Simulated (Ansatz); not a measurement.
# La3TlC (Pm-3m): a soft mode frozen in, part 2 of 2

Aim: this structure of La3TlC (Pm-3m) is to be tested for unstable modes, and one is followed downhill.

Ansatz 0.2.0; DFT PBEsol, scalar-relativistic, plane waves, PAW; PAW set soft_1.

So far, highest frequency on the path or at a solved wavevector (cm⁻¹): step 2 (the dispersion) 384. Also lowest frequency on the path (cm⁻¹): step 2 -151.

## (6) Relaxation from the frozen mode

Starting from the lowest point found, all atoms and the cell are let go, so that strain and other modes of the same symmetry can join in.

input.yaml reads:

```yaml
crystal:
  lattice:
    - [5.1631067513, 0.0, 0.0]
    - [0.0, 5.1631067513, 0.0]
    - [0.0, 0.0, 5.1631067513]
  atoms:
    - { symbol: La, position: [0.5, 0.0009008756, 0.5] }
    - { symbol: La, position: [0.0, 0.5005492147, 0.5] }
    - { symbol: La, position: [0.5, 0.5005492147, 0.0] }
    - { symbol: Tl, position: [0.0, 0.0002347067, 0.0] }
    - { symbol: C, position: [0.5, 0.4728845428, 0.5] }
kpoints:
  mp_grid: { grid: [8, 8, 8] }
hamiltonian:
  xc: pbesol
  pseudopotentials: { kind: paw, azcp: { folder: soft_1 }, xc_functional: pbe }
scf:
  occupations: { method: methfessel_paxton, width: 0.2 }
output:
  forces: true
  stress: true
  eigenvalues: true
relax:
  adjacent_minimum: "off"
  f_tol: 0.002
  max_steps: 120
  cell: { stress_tol: 0.03 }
```

On the command line:

```console
> ansatz run input.yaml --threads 4 --pin off --max-ram 10240MiB --backend cpu --events-out ev --progress --plain --runs-dir out
```

Numbers of over 12 decimals in the logs are rounded to 6 here.

The log of the run:

```text
[...]
Crystal: 5 atoms, lattice volume = 137.636 Å³
Basis set: ecut = 420 eV, 2721 PW (Γ), exchange–correlation on 72×72×72 points (8 copies of the dense FFT grid, shifted against one another)
Bands: 30, of which v1, the nominal top of the filled ones, is band 25 counted from 1 (24 counted from 0)
Symmetry: 8 space group operations
[...]
k-points: 75 of 512 (time reversal used)
[...]
SCF iter   1: F=—  HF=-30032.678802 eV  |F-HF|=—  |Δ(HF+E_count)|=         —  Δρ=5.18e-2  dr2=1.15e1  ethr=3.10e-3  ⟨swp⟩=4.8  Hψ=9553  notcnv=0
[...]
SCF iter   9: F=-30030.228172 eV  HF=-30030.228172 eV  |F-HF|=3.01e-8  |Δ(HF+E_count)|=   2.05e-8  S|Δr|=    0.00e0  Δρ=4.13e-6  dr2=4.99e-8  ethr=2.00e-10  ⟨swp⟩=11.2  Hψ=13600  notcnv=0
SCF 1 converged in 9 iterations: F = -30030.228172 eV  dr2 = 4.99e-8
[...]
relax step   1: F+E_penalty+E_count = -30030.22817239 eV  Δ(F+E_penalty+E_count) = +0.000e0 eV  max|allowed force component| = 5.266e-2 eV/Å  Δτ_max = 0.0000 Å  P = +0.036 GPa  Ω = 137.636 Å³  (9 SCF iters, dr2 threshold 1.00e-7 eV, accepted)
Crystal: 5 atoms, lattice volume = 137.731 Å³
Basis set: ecut = 420 eV, 2681 PW (Γ), exchange–correlation on 72×72×72 points (8 copies of the dense FFT grid, shifted against one another)
[...]
SCF iter   6: F=-30030.233762 eV  HF=-30030.233762 eV  |F-HF|=2.24e-8  |Δ(HF+E_count)|=   3.42e-7  S|Δr|=    0.00e0  Δρ=5.92e-6  dr2=7.11e-8  ethr=1.00e-9  ⟨swp⟩=10.3  Hψ=14377  notcnv=0
SCF 2 converged in 6 iterations: F = -30030.233762 eV  dr2 = 7.11e-8
[...]
relax step   2: F+E_penalty+E_count = -30030.23376193 eV  Δ(F+E_penalty+E_count) = -5.590e-3 eV  max|allowed force component| = 2.050e-1 eV/Å  Δτ_max = 0.0201 Å  P = -0.115 GPa  Ω = 137.731 Å³  energy of the carried Pulay correction = -1.678e-5 eV  (6 SCF iters, dr2 threshold 5.00e-7 eV, accepted)
Crystal: 5 atoms, lattice volume = 137.874 Å³
[...]
SCF iter   6: F=-30030.233953 eV  HF=-30030.233954 eV  |F-HF|=4.21e-8  |Δ(HF+E_count)|=   4.17e-8  S|Δr|=    0.00e0  Δρ=4.88e-6  dr2=7.57e-8  ethr=1.00e-9  ⟨swp⟩=9.7  Hψ=12593  notcnv=0
SCF 3 converged in 6 iterations: F = -30030.233953 eV  dr2 = 7.57e-8
relax step   3: F+E_penalty+E_count = -30030.23395349 eV  Δ(F+E_penalty+E_count) = -1.916e-4 eV  max|allowed force component| = 1.473e-1 eV/Å  Δτ_max = 0.0266 Å  P = -0.039 GPa  Ω = 137.874 Å³  energy of the carried Pulay correction = -4.216e-5 eV  (6 SCF iters, dr2 threshold 5.00e-7 eV, accepted)
[...]
relax step   4: F+E_penalty+E_count = -30030.23618586 eV  Δ(F+E_penalty+E_count) = -2.232e-3 eV  max|allowed force component| = 1.094e-1 eV/Å  Δτ_max = 0.0104 Å  P = -0.040 GPa  Ω = 137.733 Å³  energy of the carried Pulay correction = -1.715e-5 eV  (5 SCF iters, dr2 threshold 5.00e-7 eV, accepted)
[...]
relax step   5: F+E_penalty+E_count = -30030.23915164 eV  Δ(F+E_penalty+E_count) = -2.966e-3 eV  max|allowed force component| = 3.204e-3 eV/Å  Δτ_max = 0.0409 Å  P = -0.138 GPa  Ω = 137.956 Å³  energy of the carried Pulay correction = -5.671e-5 eV  (6 SCF iters, dr2 threshold 5.00e-7 eV, accepted)
[...]
relax step   6: F+E_penalty+E_count = -30030.23932479 eV  Δ(F+E_penalty+E_count) = -1.732e-4 eV  max|allowed force component| = 1.609e-3 eV/Å  Δτ_max = 0.0002 Å  P = -0.037 GPa  Ω = 137.720 Å³  energy of the carried Pulay correction = -1.477e-5 eV  (5 SCF iters, dr2 threshold 5.47e-8 eV, accepted)
[...]
relax step   7: F+E_penalty+E_count = -30030.23935122 eV  Δ(F+E_penalty+E_count) = -2.643e-5 eV  max|allowed force component| = 1.417e-3 eV/Å  Δτ_max = 0.0004 Å  P = -0.001 GPa  Ω = 137.635 Å³  energy of the carried Pulay correction = +2.447e-7 eV  (5 SCF iters, dr2 threshold 4.31e-9 eV, accepted)
[...]
SCF iter   5: F=-30030.239480 eV  HF=-30030.239480 eV  |F-HF|=1.09e-11  |Δ(HF+E_count)|=  7.28e-12  S|Δr|=    0.00e0  Δρ=5.64e-8  dr2=9.78e-12  ethr=1.00e-12  ⟨swp⟩=6.1  Hψ=11835  notcnv=0
SCF 8 converged in 5 iterations: F = -30030.239480 eV  dr2 = 9.78e-12
relax step   8: F+E_penalty+E_count = -30030.23948018 eV  Δ(F+E_penalty+E_count) = -1.290e-4 eV  max|allowed force component| = 1.419e-3 eV/Å  Δτ_max = 0.0000 Å  P = -0.000 GPa  Ω = 137.635 Å³  stress off target by 9.81e-3 GPa  SCF on the basis re-selected at this cell (its energy is not comparable with the rows above)  (5 SCF iters)
basis re-selected at this cell: Δ(F+E_penalty+E_count) = -1.290e-4 eV, ΔP = +0.001 GPa vs the last step (what re-selecting the basis moved, of the pressure what is left beyond the Pulay correction that the steps carried, after the strain that the cell walked since its last selection, with what the two solves' SCF thresholds leave and, on support functions, any second-order correction that the steps lacked; it is no m [...]
SCF converged after 5 iterations
[...]
Free energy (F): -30030.239480 eV
[...]
Internal energy: -30030.243922 eV  (E = F + TS)
E sigma→0 (E₀):  -30030.240591 eV
Entropy (-TS):   0.004441 eV (0.888 meV/atom)
Fermi energy:    11.243321 eV
Step filling:    the computed levels leave a gap of 0.0032 eV = 0.0 smearing widths at the electron count; against every level under it full and every level over it empty, smearing changes F+E_penalty+E_count by -0.704 meV and its σ→0 estimate by -1.814 meV
[...]
--- Forces (eV/Å), atoms counted from 1 ---
  atom   1  La    -0.00000000    -0.00047504     0.00000000
  atom   2  La    -0.00000000    -0.00052000    -0.00000000
  atom   3  La    -0.00000000    -0.00052000    -0.00000000
  atom   4  Tl     0.00000000     0.00141877     0.00000000
  atom   5  C     -0.00000000     0.00009661    -0.00000000
  max |Σ_I F_I| component: 3.39e-7 eV/Å
--- Stress (GPa, compression-positive) ---
       -0.005620       0.000000      -0.000000
        0.000000       0.009811       0.000000
       -0.000000       0.000000      -0.005620
  P = ⅓ Tr σ = -0.0005 GPa (-0.005 kbar)
--- Band table (eV; the first three rows and the last of 75) ---
  k-point 0: bands = [... 21 lower, 10.6451, 10.7058, 10.7826, 11.0708, 11.6594, 11.6594, 12.2046, 12.3386, ... 1 higher]
  k-point 1: bands = [... 21 lower, 10.5553, 10.7584, 10.8247, 11.1005, 11.3600, 11.6723, 12.0915, 12.2057, ... 1 higher]
  k-point 2: bands = [... 21 lower, 10.2849, 10.7727, 10.8395, 11.0949, 11.2273, 11.5693, 12.1126, 12.3666, ... 1 higher]
  k-point 74: bands = [... 21 lower, 8.1307, 11.6473, 11.6473, 11.6563, 12.5047, 12.5047, 12.7617, 12.7617, ... 1 higher]
--- Relaxed structure (7 steps of the walk, 7 accepted, 1 SCFs on fresh bases) ---
  F+E_penalty+E_count = -30030.23948018 eV   max|allowed force component| = 1.419e-3 eV/Å   (the final SCF, on the basis selected at the relaxed cell)
  cell:  # Å, volume = 137.6350 Å³
    - [5.111505, 0, 0]
    - [0, 5.267826, 0.0]
    - [0, 0.0, 5.111505]
  atoms:
    - { symbol: La, position: [0.500000, 0.00390733, 0.500000] }
    - { symbol: La, position: [0, 0.504031, 0.500000] }
    - { symbol: La, position: [0.500000, 0.504031, 0.0] }
    - { symbol: Tl, position: [0, 0.0025561, 0] }
    - { symbol: C, position: [0.500000, 0.460593, 0.500000] }
```

The job ended after 84 s (4 threads of Arm Neoverse V1, shared host; peak memory 0.62 GiB).

The steps of the relaxation:

| step | energy less that of the first step (eV) | largest force component (eV/Å) | pressure (GPa) | volume (Å³) |
| --- | --- | --- | --- | --- |
| 1 | 0.0000 | 0.0527 | 0.04 | 137.64 |
| 2 | -0.0056 | 0.2050 | -0.11 | 137.73 |
| 3 | -0.0058 | 0.1473 | -0.04 | 137.87 |
| 4 | -0.0080 | 0.1094 | -0.04 | 137.73 |
| 5 | -0.0110 | 0.0032 | -0.14 | 137.96 |
| 6 | -0.0112 | 0.0016 | -0.04 | 137.72 |
| 7 | -0.0112 | 0.0014 | 0.00 | 137.64 |
| 8* | -0.0113 | 0.0014 | 0.00 | 137.64 |

Relaxation steps marked * repeat the geometry before them on a plane-wave basis chosen anew for their cell, so energy and pressure can jump there.

Forces are held to the 8 operations that the run works with; a distortion that breaks them can't arise in this run.

| conventional cell, symmetrised | before | after | change |
| --- | --- | --- | --- |
| a (Å) | 5.163 | 5.112 | -1.0 % |
| b (Å) | 5.163 | 5.112 | -1.0 % |
| c (Å) | 5.163 | 5.268 | +2.0 % |
| volume (Å³/atom) | 27.53 | 27.53 | -0.0 % |

The atoms that moved most (Å, as changes of fractional coordinates times the final cell):

| atom | dx | dy | dz | length |
| --- | --- | --- | --- | --- |
| C5 | 0.000 | -0.065 | 0.000 | 0.065 |
| La2 | 0.000 | 0.018 | 0.000 | 0.018 |
| La3 | 0.000 | 0.018 | 0.000 | 0.018 |
| La1 | 0.000 | 0.016 | 0.000 | 0.016 |
| Tl4 | 0.000 | 0.012 | 0.000 | 0.012 |

Final coordinates:

```cif
data_structure
_symmetry_space_group_name_H-M 'P 1'
_symmetry_Int_Tables_number 1
_cell_length_a 5.1115
_cell_length_b 5.2678
_cell_length_c 5.1115
_cell_angle_alpha 90.000
_cell_angle_beta 90.000
_cell_angle_gamma 90.000
_cell_volume 137.64
loop_
_atom_site_label
_atom_site_type_symbol
_atom_site_fract_x
_atom_site_fract_y
_atom_site_fract_z
_atom_site_occupancy
La1 La 0.50000 0.00391 0.50000 1
La2 La 0.00000 0.50403 0.50000 1
La3 La 0.50000 0.50403 0.00000 1
Tl4 Tl 0.00000 0.00256 0.00000 1
C5 C 0.50000 0.46059 0.50000 1
```

Numbers from this step:

```
pressure : -4.76e-4 GPa
```

The distorted start has space group P4mm; the relaxation ends in P4mm.

## (7) The new phase in its own primitive cell

The relaxed structure is symmetrised, reduced to its primitive cell and relaxed tightly, as its phonons need.

input.yaml, the sections that differ from step 6:

```yaml
crystal:
  lattice:
    - [5.1115046796, 0.0, 0.0]
    - [0.0, 5.1115046796, 0.0]
    - [0.0, 0.0, 5.2678262336]
  atoms:
    - { symbol: La, position: [0.5, 0.5, 0.9960926654] }
    - { symbol: La, position: [0.0, 0.5, 0.4959690866] }
    - { symbol: La, position: [0.5, 0.0, 0.4959690866] }
    - { symbol: Tl, position: [0.0, 0.0, 0.9974438951] }
    - { symbol: C, position: [0.5, 0.5, 0.5394067118] }
relax:
  adjacent_minimum: "off"
  f_tol: 0.001
  max_steps: 60
  cell: { stress_tol: 0.01 }
# kpoints, hamiltonian, scf, output: as in step 6
```

The log of the run:

```text
[...]
Crystal: 5 atoms, lattice volume = 137.635 Å³
Basis set: ecut = 420 eV, 2657 PW (Γ), exchange–correlation on 72×72×72 points (8 copies of the dense FFT grid, shifted against one another)
Bands: 30, of which v1, the nominal top of the filled ones, is band 25 counted from 1 (24 counted from 0)
Symmetry: 8 space group operations
[...]
k-points: 75 of 512 (time reversal used)
[...]
--- Relaxed structure (4 steps of the walk, 3 accepted, 1 SCFs on fresh bases) ---
[...]
cell:  # Å, volume = 137.6334 Å³
    - [5.111075, 0, 0]
    - [0, 5.111075, 0.0]
    - [0, 0.0, 5.268648]
  atoms:
    - { symbol: La, position: [0.5, 0.5, 0.996099] }
    - { symbol: La, position: [0, 0.5, 0.495985] }
    - { symbol: La, position: [0.5, 0, 0.495985] }
    - { symbol: Tl, position: [0, 0, 0.997333] }
    - { symbol: C, position: [0.5, 0.5, 0.539479] }
[key lines of the parts left out:]
SCF converged after 6 iterations
Free energy (F): -30030.239483 eV
Fermi energy:    11.243596 eV
P = ⅓ Tr σ = -0.0003 GPa (-0.003 kbar)
```

Run time: 52 s. Hardware: 4 threads; peak memory 0.61 GiB; 3.4 min of CPU time.

Little changed from the start: no atom moved by 0.005 Å and no cell edge by 0.1 %.

Numbers from this step:

```yaml
pressure: -3.25e-4 GPa
```

The largest force component left is 0.73 meV/Å and the pressure is 0.000 GPa, within the tolerances set. The cell now holds 27.53 Å³/atom.

## (8) Modes of the new phase

A relaxed structure may still be a saddle point, so its zone-centre modes are computed. No field response is asked, since the mesh shows no gap.

input.yaml, the sections that differ from step 7:

```yaml
crystal:
  lattice:
    - [5.1110750209, 0.0, 0.0]
    - [0.0, 5.1110750209, 0.0]
    - [0.0, 0.0, 5.2686484359]
  atoms:
    - { symbol: La, position: [0.5, 0.5, 0.9960994092] }
    - { symbol: La, position: [0.0, 0.5, 0.4959852884] }
    - { symbol: La, position: [0.5, 0.0, 0.4959852884] }
    - { symbol: Tl, position: [0.0, 0.0, 0.9973328805] }
    - { symbol: C, position: [0.5, 0.5, 0.539478579] }
output:
  eigenvalues: true
phonons:
  method: dfpt
# kpoints, hamiltonian, scf: as in step 7
# relax: removed
```

The log of the run:

```text
zone centre: on kpoints.mp_grid the ground state, and the responses unless they are solved on pairs of k-points, stand on 125 of the mesh's 512 k-points, reduced under 4 symmetry operations, with k and −k counted as one. Each operation leaves every solved displacement unchanged or reverses it
[...]
Crystal: 5 atoms, lattice volume = 137.633 Å³
Basis set: ecut = 420 eV, 2657 PW (Γ), exchange–correlation on 72×72×72 points (8 copies of the dense FFT grid, shifted against one another)
Bands: 30, of which v1, the nominal top of the filled ones, is band 25 counted from 1 (24 counted from 0)
Symmetry: 8 space group operations
k-points: 125 of 512 (irreducible under 4 space group operations, time reversal used)
[...]
SCF iter   1: F=—  HF=-30032.624637 eV  |F-HF|=—  |Δ(HF+E_count)|=         —  Δρ=5.20e-2  dr2=1.14e1  ethr=3.10e-3  ⟨swp⟩=4.8  Hψ=15989  notcnv=0
[...]
SCF iter  13: F=-30030.239483 eV  HF=-30030.239483 eV  |F-HF|=1.09e-11  |Δ(HF+E_count)|=  7.28e-12  S|Δr|=    0.00e0  Δρ=1.78e-8  dr2=7.54e-13  ethr=1.00e-12  ⟨swp⟩=18.8  Hψ=27026  notcnv=0
SCF 1 converged in 13 iterations: F = -30030.239483 eV  dr2 = 7.54e-13
[...]
DFPT response loops at Γ: preconditioner auto → Kerker (q_TF=auto, 2.305 Å⁻¹) (partly filled bands, converged f_vac=0.000); β = 1.00, the filter's whole step (`scf.mixing.beta` (0.50) is not read by the response loops under this deck's `scf.mixing.preconditioner`; to damp them name `kerker` or `kerker_dos`, under which they read `scf.mixing.beta`, and type it under 1.00, their step now; both keys bind the ground state too); Broyden in place of MSR1
SCF converged after 13 iterations
[...]
Free energy (F): -30030.239483 eV
[...]
Internal energy: -30030.243951 eV  (E = F + TS)
E sigma→0 (E₀):  -30030.240600 eV
Entropy (-TS):   0.004468 eV (0.894 meV/atom)
Fermi energy:    11.243596 eV
[...]
--- Band table (eV; the first three rows and the last of 125) ---
  k-point 0: bands = [... 21 lower, 10.6448, 10.7060, 10.7832, 11.0696, 11.6607, 11.6607, 12.2041, 12.3391, ... 6 higher]
  k-point 1: bands = [... 21 lower, 10.4300, 10.7150, 10.7296, 10.9132, 11.6224, 11.6224, 12.0327, 12.3249, ... 6 higher]
  k-point 2: bands = [... 21 lower, 10.3962, 10.3962, 10.7906, 11.2806, 11.4336, 11.4336, 12.0676, 12.4596, ... 6 higher]
  k-point 124: bands = [... 21 lower, 8.1308, 11.6475, 11.6475, 11.6565, 12.5036, 12.5036, 12.7615, 12.7615, ... 6 higher]
--- Phonons (Γ-DFPT): 9 representative perturbations + reference, on 125 of 512 k-points (Σ response iterations 31) ---
  k mesh reduced under 4 symmetry operations, with k and −k counted as one. Each operation leaves every solved displacement unchanged or reverses it
  ASR residual: 3.097e-5 → 0.000e0 eV/Å²; symmetrization residual: 4.290e-6 eV/Å²
  ASR residual per site (eV/Å²): 6.28e-6 2.94e-5 2.94e-5 1.48e-6 3.10e-5
[...]
non-analytic LO–TO correction: not included (Born effective charges unavailable; polar crystals: no LO–TO splitting at Γ)
```

The job ended after 3.6 min (4 threads; peak memory 2.5 GiB).

Numbers from this step:

* sum-rule residual before enforcement: 3.10e-5 eV/Å²
* point group: 4mm
* highest optical mode at the zone centre (no LO-TO term): 340.6 cm⁻¹
* lowest optical zone-centre mode: -24 cm⁻¹

Patterns of degenerate modes are one choice out of their space. The modes at Γ (shares of kinetic energy by element, %) (negative means imaginary):

| mode | frequency (cm⁻¹) | symmetry | La % | Tl % | C % |
| --- | --- | --- | --- | --- | --- |
| 1 | -24.0 | E | 99 | 0 | 1 |
| 2 | -24.0 | E | 99 | 0 | 1 |
| 3 | 0.0 | acoustic | 66 | 32 | 2 |
| 4 | 0.0 | acoustic | 66 | 32 | 2 |
| 5 | 0.0 | acoustic | 66 | 32 | 2 |
| 6 | 36.3 | B1 | 100 | 0 | 0 |
| 7 | 58.4 | A1 | 32 | 68 | 1 |
| 8 | 59.2 | E | 32 | 67 | 1 |
| 9 | 59.2 | E | 32 | 67 | 1 |
| 10 | 127.2 | E | 90 | 0 | 10 |
| 11 | 127.2 | E | 90 | 0 | 10 |
| 12 | 133.6 | A1 | 99 | 0 | 1 |
| 13 | 171.4 | E | 14 | 0 | 86 |
| 14 | 171.4 | E | 14 | 0 | 86 |
| 15 | 340.6 | A1 | 4 | 0 | 96 |

Displacements in mode 2 (-24.0 cm⁻¹), the largest set to 1:
```
La1 -0.12 -0.94  0.00
La2  0.01  1.00  0.00
La3  0.13  0.07  0.00
Tl4 -0.01 -0.07  0.00
C5  -0.05 -0.38  0.00
```

Displacements in mode 10 (127.2 cm⁻¹), the largest set to 1:
```
La1 -0.03 -0.38  0.00
La2  0.05 -0.37  0.00
La3 -0.03  0.67  0.00
Tl4  0.00 -0.01  0.00
C5   0.08  1.00  0.00
```

Before it was imposed, the acoustic sum rule was missed by 3.1e-5 eV/Å². Small misses are needed for a sound result but don't prove that mesh and cutoff are converged. The lowest optical mode is imaginary, 24.0i cm⁻¹, so the energy falls along it.

## (9) Outcome

```
unstable mode of the parent                                                      : q = (0, 0, 0), 151i cm⁻¹
depth at the lowest point sampled                                                : 0.826 meV/atom
largest atomic shift at that point                                               : 0.14 Å
space group reached (within 0.01 Å)                                              : P4mm
energy gained over the parent (first relaxation, on the mesh of the frozen mode) : 3.42 meV/atom
volume per atom, phase reached                                                   : 27.5 Å³
lowest optical zone-centre mode, phase reached                                   : -24.0 cm⁻¹
highest optical mode at the zone centre (no LO-TO term), phase reached           : 341 cm⁻¹
```

**Reading.** Along this mode the structure falls into P4mm, 3.42 meV/atom below the parent. At the parent's cell the well is 0.826 meV/atom deep on the steps tried, with its lowest point at a shift of 0.14 Å. Relaxing atoms and cell changes the gain by +2.60 meV/atom against the lowest step (energies at zero smearing). Most of the total comes from this relaxation. The new phase still has an imaginary mode at the zone centre of its cell, so it is a saddle point on the way to a lower structure. How so shallow a well moves with the k mesh was not tested. Of the 5 patterns followed to their end from this parent, this one ends 2.53 meV/atom above the lowest, Amm2. Each path keeps the symmetry of its pattern, so a lower phase may lie along a pattern not tried. With no gap, or one that is small against the smearing, the frequencies hang on the k mesh and the smearing, most of all near Kohn anomalies. Spin-orbit coupling is left out, which can matter for the heavy elements here. The PAW files were made for PBE and serve the other functionals too. A phonon run warned that its eigensolver left some bands unconverged in a pass.

[Logs are printed without paths, hosts, clocks, repeated set-up lines and the standing remarks that a program may print on its own settings, such as how far it seeks lower states.]

[Hosts, paths, dates, database ids (printed as entryN), source tags and the programs' standing remarks are cut or masked in the printed files.]
